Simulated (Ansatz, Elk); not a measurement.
## Bonding as seen by X-rays: LaBe2

Structure refinements treat a crystal as free atoms side by side. For a made-up structure of LaBe2 (cell and positions from a r2SCAN relaxation) the runs below show what the calculated density changes in F(hkl).

Calculated with Elk 11.2.3 (patched build); DFT, PBE, all-electron APW+lo, Dirac cores, scalar-relativistic bands, static density, no spin.

The structure was built from a prototype and need not be the compound's stable phase.

## Step 1: Starting point

It takes space group P6/mmm (No. 191, hexagonal). The conventional cell has a = 4.263 Å, b = 4.263 Å, c = 3.696 Å, α = 90.00°, β = 90.00°, γ = 120.00°. Nearest to La lie 12 Be at 3.08 Å. Be has 3 Be at 2.46 Å and 6 La at 3.08 Å nearest. Farther neighbours are not listed.

Coordinates:

```cif
data_structure
_symmetry_space_group_name_H-M 'P6/mmm'
_symmetry_Int_Tables_number 191
_cell_length_a 4.2628
_cell_length_b 4.2628
_cell_length_c 3.6958
_cell_angle_alpha 90.000
_cell_angle_beta 90.000
_cell_angle_gamma 120.000
_cell_volume 58.16
loop_
_atom_site_label
_atom_site_type_symbol
_atom_site_symmetry_multiplicity
_atom_site_Wyckoff_symbol
_atom_site_fract_x
_atom_site_fract_y
_atom_site_fract_z
_atom_site_occupancy
La1 La 1 a 0.00000 0.00000 0.00000 1
Be1 Be 2 d 0.66667 0.33333 0.50000 1
```

## Step 2: Ground state and structure factors

An all-electron density is needed, since X-rays see the cores too. Task 0 finds the density and task 195 Fourier-transforms it; tshift is off so that phases refer to the origin typed.

Contents of elk.in:

```
tasks
  0
  195

xctype
  20

spinpol
  .false.

rgkmax
  7.0

gmaxvr
  14.0

lmaxo
  7

lmaxapw
  8

swidth
  0.002

tshift
  .false.

ramdisk
  .false.

hmaxvr
  5.5

maxscl
  120

epspot
  1e-06

sppath
  './'

avec
  8.05557096758 0.00000000000 -0.00000000000
  -4.02778548379 6.97632909991 0.00000000000
  -0.00000000000 0.00000000000 6.98400874385

atoms
  2
  'La.in'
  1
  -0.0000000000 -0.0000000000 0.0000000000   0.000000 0.000000 0.000000
  'Be.in'
  2
  0.6666666667 0.3333333333 0.5000000000   0.000000 0.000000 0.000000
  0.3333333333 0.6666666667 0.5000000000   0.000000 0.000000 0.000000

ngridk
  6 6 6
```

Launch:

```bash
$ OMP_NUM_THREADS=4 elk
```

Numbers of over 12 decimals in the logs are rounded to 6 here.

Output:

```text
┌─────────────────────────┐
│ Elk code version 11.2.3 │
└─────────────────────────┘

All units are atomic (Hartree, Bohr, etc.)

┌─────────────────────────────────────────────────┐
│ Ground-state run starting from atomic densities │
└─────────────────────────────────────────────────┘

Lattice vectors :
   8.055570968       0.000000000      -0.000000000
  -4.027785484       6.976329100       0.000000000
  -0.000000000       0.000000000       6.984008744

Reciprocal lattice vectors :
  0.7799801321      0.4503217392       0.000000000
  -0.000000000      0.9006434784      -0.000000000
   0.000000000       0.000000000      0.8996531273

Unit cell volume      :    392.4895175
Brillouin zone volume :   0.6319919448

Muffin-tin inner radius fraction :   0.1000000000E-01

Nuclei treated as point charges

Species : 1 (La)
 parameters loaded from : La.in
 name : lanthanum
 nuclear charge    :   -57.00000000
 electronic charge :    57.00000000
 atomic mass :    253209.2366
 muffin-tin radius :    2.800000000
 number of radial points in muffin-tin :   1393
 inner part over the whole radius :   0.9924947902E-02
 number on inner part of muffin-tin    :    996
 approximate nuclear radius :   0.9226798129E-04
 number of mesh points to nuclear radius :    505
 atomic positions (lattice), magnetic fields (Cartesian) :
  1 :   0.00000000  0.00000000  0.00000000    0.00000000  0.00000000  0.00000000

Species : 2 (Be)
 parameters loaded from : Be.in
 name : beryllium
 nuclear charge    :   -4.000000000
 electronic charge :    4.000000000
 atomic mass :    16428.20280
 muffin-tin radius :    1.800000000
 number of radial points in muffin-tin :    593
 inner part over the whole radius :   0.9826427374E-02
 number on inner part of muffin-tin    :    403
 approximate nuclear radius :   0.4290726161E-04
 number of mesh points to nuclear radius :    156
 atomic positions (lattice), magnetic fields (Cartesian) :
  1 :  -0.33333333  0.33333333  0.50000000    0.00000000  0.00000000  0.00000000
  2 :   0.33333333 -0.33333333  0.50000000    0.00000000  0.00000000  0.00000000

Total number of atoms per unit cell :    3
Total muffin-tin volume :    140.8103715
 ratio of muffin-tin to unit cell volume :   0.3587621204

Spin treatment :
 spin-unpolarised

Number of Bravais lattice symmetries :   24
Number of crystal symmetries         :   24
Crystal has inversion symmetry
Real symmetric eigensolver will be used

k-point grid :      6     6     6
k-point offset :    0.000000000       0.000000000       0.000000000
k-point set is reduced with full crystal symmetry group
Total number of k-points :       28

Muffin-tin radius times maximum |G+k| :    7.000000000
 using average radius
Maximum |G+k| for APW functions       :    3.281250000
Maximum (1/2)|G+k|²                   :    5.383300781
Maximum |G| for potential and density :    14.00000000
Constant for pseudocharge density :   10
 order of it for each species :   17  17
 order of it for pair densities of each species (exact exchange by exxq0 0: 18) :   16   5
Radial integration step length :    1

G-vector grid sizes :     36    36    32
Number of G-vectors :    18109

Maximum angular momentum used for
 APW functions            :    8
 outer part of muffin-tin :    7
 inner part of muffin-tin :    2

Total nuclear charge    :   -65.00000000
Total core charge       :    50.00000000
Total valence charge    :    15.00000000
Total excess charge     :    0.000000000
Total electronic charge :    65.00000000

Effective Wigner radius, rₛ :    1.129645124

Number of empty states         :     12
Total number of valence states :     20
Total number of core states    :     50

Third-order local-orbitals added for an l without core states : T
Total number of local-orbitals :     27

Exchange-correlation functional :     20     0     0
 Perdew-Burke-Ernzerhof, Phys. Rev. Lett. 77, 3865 (1996)
 gradient requirement :    1
 generalised gradient approximation (GGA)

Smearing type :    3
 Fermi-Dirac
Smearing width :   0.2000000000E-02
[...]
correlation                 :     -3.390270
 electron entropic           :    -0.10364979526383E-02
 total energy                :     -8530.0840568134

Density of states at Fermi energy :    82.33301687
 (states/Hartree/unit cell)

Estimated indirect band gap :   0.2714784442E-03
 from k-point 15 to k-point 1
Estimated direct band gap   :   0.1933798454E-01
 at k-point 19

Charges :
 core                        :    50.00000000
 valence                     :    15.00000000
 interstitial                :    5.002338941
 muffin-tins (core leakage)
  species : 1 (La)
   atom 1                    :    54.46171726     (  0.2261173705E-03)
  species : 2 (Be)
   atom 1                    :    2.767971901     (  0.1128678900E-02)
   atom 2                    :    2.767971901     (  0.1128678900E-02)
 total in muffin-tins        :    59.99766106
 total calculated charge     :    64.99736647
 total charge                :    65.00000000
 error                       :   0.2633526912E-02

RMS change in Kohn-Sham potential (target) :    5.173855421     (  0.1000000000E-05)
Absolute change in total energy (target)   :    2.282858976     (  0.1000000000E-03)

[... loops 3 to 14 left out ...]

┌──────────────────┐
│ Loop number : 15 │
└──────────────────┘

Energies :
 Fermi                       :     0.250729
 sum of occupied eigenvalues :     -5258.4390801480
 electron kinetic            :      9123.0006042335
 core electron kinetic       :      9066.5158469447
 Coulomb                     :     -17440.302081978
 Coulomb potential           :     -14107.490694027
 nuclear-nuclear             :     -683.98650718985
 electron-nuclear            :     -19414.108210610
 Hartree                     :      2657.7926358213
 Madelung                    :     -10386.556734965
 xc potential                :     -273.94899035462
 exchange                    :     -206.47495656182
 correlation                 :     -3.395800
 electron entropic           :    -0.13471981730534E-02
 total energy                :     -8527.1735813299

Density of states at Fermi energy :    107.4794682
 (states/Hartree/unit cell)

Estimated indirect band gap :   0.4005078173E-03
 from k-point 26 to k-point 11
Estimated direct band gap   :   0.5929048468E-02
 at k-point 3

Charges :
 core                        :    50.00000000
 valence                     :    15.00000000
 interstitial                :    4.984331071
 muffin-tins (core leakage)
  species : 1 (La)
[...]
species : 2 (Be)
[...]
total in muffin-tins        :    60.01566893
 total calculated charge     :    64.99743373
 total charge                :    65.00000000
 error                       :   0.2566272320E-02

RMS change in Kohn-Sham potential (target) :   0.2423876689E-06 (  0.1000000000E-05)
Absolute change in total energy (target)   :   0.6823303920E-05 (  0.1000000000E-03)

Convergence targets achieved

┌──────────────────┐
│ Loop number : 16 │
└──────────────────┘

Energies :
 Fermi                       :     0.250729
 sum of occupied eigenvalues :     -5258.4390769337
 electron kinetic            :      9123.0006051028
 core electron kinetic       :      9066.5158483018
 Coulomb                     :     -17440.302080584
 Coulomb potential           :     -14107.490694635
 nuclear-nuclear             :     -683.98650718985
 electron-nuclear            :     -19414.108207132
 Hartree                     :      2657.7926337377
 Madelung                    :     -10386.556733266
 xc potential                :     -273.94898740117
 exchange                    :     -206.47495648691
 correlation                 :     -3.395800
 electron entropic           :    -0.13471980986098E-02
 total energy                :     -8527.1735789916

Density of states at Fermi energy :    107.4794554
 (states/Hartree/unit cell)

Estimated indirect band gap :   0.4005058551E-03
 from k-point 26 to k-point 11
Estimated direct band gap   :   0.5929056572E-02
 at k-point 3

Charges :
 core                        :    50.00000000
 valence                     :    15.00000000
 interstitial                :    4.984331093
 muffin-tins (core leakage)
  species : 1 (La)
   atom 1                    :    54.61080769     (  0.2191981606E-03)
  species : 2 (Be)
   atom 1                    :    2.702430610     (  0.1121415902E-02)
   atom 2                    :    2.702430610     (  0.1121415902E-02)
 total in muffin-tins        :    60.01566891
 total calculated charge     :    64.99743373
 total charge                :    65.00000000
 error                       :   0.2566272284E-02

┌──────────────────────────────┐
│ Self-consistent loop stopped │
└──────────────────────────────┘

Warning : core states of species 1 leak from the muffin-tin :   0.2191981606E-03

Warning : core states of species 2 leak from the muffin-tin :   0.1121415902E-02

Wrote STATE.OUT
```

Wall time 11 s (4 threads of Arm Neoverse V2, shared host); peak memory 0.16 GiB; 25 s of CPU time.

SFACRHO.OUT:

```text

h k l indices transformed by vhmat matrix:
   1.000000000       0.000000000       0.000000000    
   0.000000000       1.000000000       0.000000000    
   0.000000000       0.000000000       1.000000000    

      h      k      l  multipl.   |H|            Re(F)            Im(F)           |F|

      0      0      0      1   0.0000000       64.999999     -0.23569687E-16   64.999999    
      0      0     -1      2  0.89965313       43.909720     -0.61329085E-15   43.909720    
     -1      1      0      6  0.90064348       46.856928      -0.0000000       46.856928    
     -1      0      1     12   1.2730021       47.975865     -0.34043039E-15   47.975865    
      1     -2      0      6   1.5599603       46.662305     -0.23907340E-15   46.662305    
      0      0     -2      2   1.7993063       44.552191      0.99230737E-15   44.552191    
     -2      1     -1     12   1.8007920       37.435793     -0.53537428E-15   37.435793    
     -2      0      0      6   1.8012870       39.214739      0.17021520E-15   39.214739    
     -1      1      2     12   2.0121286       37.367504      0.15319368E-14   37.367504    
     -2      0      1     12   2.0134573       40.726194     -0.68086078E-15   40.726194    
     -2      1     -2     12   2.3813817       39.482810      0.12747630E-14   39.482810    
      1     -3      0     12   2.3828787       34.683986     -0.15319368E-14   34.683986    
     -2      2     -2     12   2.5460043       33.607304     -0.13617216E-14   33.607304    
     -2      3      1     24   2.5470545       36.686529     -0.15319368E-14   36.686529    
      0      0      3      2   2.6989594       31.091981      0.96342824E-15   31.091981    
     -3      3      0      6   2.7019304       37.128116     -0.26480597E-14   37.128116    
      0     -1      3     12   2.8452663       34.739410     -0.10212912E-14   34.739410    
     -3      3     -1     12   2.8477717       30.299360      0.22610861E-14   30.299360
```

Elk indexes on the primitive cell of elk.in and gives |H| = 4π sin θ/λ in inverse bohr. Below, one row stands for each form hkl of the conventional cell (m members, Friedel mates merged), F is for one primitive cell and the density is static (no thermal factor). Free-atom factors are Waasmaier and Kirfel's, and R is Σm||F|−|F'||/Σm|F|.

```
hkl   m  sin θ/λ (Å⁻¹)  abs F, DFT  neutral atoms   diff.
001   2          0.135      43.910         44.277  -0.367
100   6          0.135      46.857         46.890  -0.033
101  12          0.191      47.976         47.894  +0.082
110   6          0.235      46.662         46.782  -0.120
002   2          0.271      44.552         44.367  +0.185
111  12          0.271      37.436         37.300  +0.135
200   6          0.271      39.215         39.059  +0.155
102  12          0.303      37.367         37.361  +0.006
201  12          0.303      40.726         40.725  +0.002
112  12          0.358      39.483         39.441  +0.042
210  12          0.358      34.684         34.669  +0.015
202  12          0.383      33.607         33.597  +0.010
211  24          0.383      36.687         36.685  +0.001
003   2          0.406      31.092         31.134  -0.042
300   6          0.406      37.128         37.160  -0.032
103  12          0.428      34.739         34.732  +0.007
301  12          0.428      30.299         30.288  +0.012
212  24          0.449      30.969         30.979  -0.010
```

## Step 3: The highest occupied states alone

An energy window below the Fermi level keeps the highest occupied states, to see at which angles they scatter; shallow core shells can lie inside it and anion s states outside. No new self-consistency is needed.

Edit elk.in of step 2 so:

```diff
@@ -1,3 +1,2 @@
 tasks
-  0
   195
@@ -40,2 +39,5 @@
 
+wsfac
+  -0.190260 0.550730
+
 sppath
```

Launch:

```bash
$ OMP_NUM_THREADS=4 elk
```

Output:

```text
┌─────────────────────────────────┐
│ Elk code version 11.2.3 started │
└─────────────────────────────────┘

Info(readinput): the functional depends on the density's gradient
 muffin-tin radial points multiplied by    2.00000
 (not where nrmtscf is given)

┌────────────────────┐
│ Current task : 195 │
└────────────────────┘

Info(sfacrho): density structure factors written to SFACRHO.OUT

 Energy window :  -0.1902600000      0.5507300000

┌──────────────────┐
│ Elk code stopped │
└──────────────────┘
```

Run time: 4.2 s. Hardware: 4 threads; peak memory 0.16 GiB.

States within 12 eV below the Fermi level hold 7.00 electrons; any levels below the window count with the cores. Their amplitudes can exceed the total, where window and core parts have opposite phase:

```
hkl  sin θ/λ (Å⁻¹)  abs F, window  abs F, all
001          0.135          1.390      43.910
100          0.135          0.390      46.857
101          0.191          0.428      47.976
110          0.235          0.070      46.662
002          0.271          0.220      44.552
111          0.271          0.155      37.436
200          0.271          0.181      39.215
102          0.303          0.035      37.367
201          0.303          0.022      40.726
112          0.358          0.020      39.483
```

[end of part 1 of 2]

[Logs are printed without paths, hosts, clocks, repeated set-up lines and the standing remarks that a program may print on its own settings, such as how far it seeks lower states.]

[Hosts, paths, dates, database ids (printed as entryN), source tags and the programs' standing remarks are cut or masked in the printed files.]
